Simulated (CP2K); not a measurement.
Two runs for the F K edge of trifluoromethylacetaldehyde. Run A: CP2K XAS_TDP, all-electron GAPW, PBEh(45%), aug-cc-pVDZ, TDA, no relativity. Run B differs in one setting.

First lines with a strength over 0.0015. A:

```
            atom  energy (eV)  states  strength, one atom
F5 (bonded to C)       684.14       1              0.0294
                       685.00       1              0.0059
                       685.61       1              0.0071
                       686.28       1              0.0035
                       686.46       1              0.0034
```

B:

```
            atom  energy (eV)  states  strength, one atom
F5 (bonded to C)       690.67       1              0.0291
                       691.53       1              0.0059
                       692.14       1              0.0070
                       692.82       1              0.0035
                       692.99       1              0.0034
```

Which was it: the basis, the functional, scalar relativity switched on, GW2X switched on?

GW2X switched on. GW2X shifts an atom's lines together and keeps their spacings. Against PBEh(45%) in aug-cc-pVDZ, the leading line moves by +6.53 eV, to 690.67 eV.

[Banner, clock and machine lines of the logs are left out without a mark of their own.]

[Logs are printed without paths, hosts, clocks, repeated set-up lines and the standing remarks that a program may print on its own settings, such as how far it seeks lower states.]

[Hosts, paths, dates, database ids (printed as entryN), source tags and the programs' standing remarks are cut or masked in the printed files.]
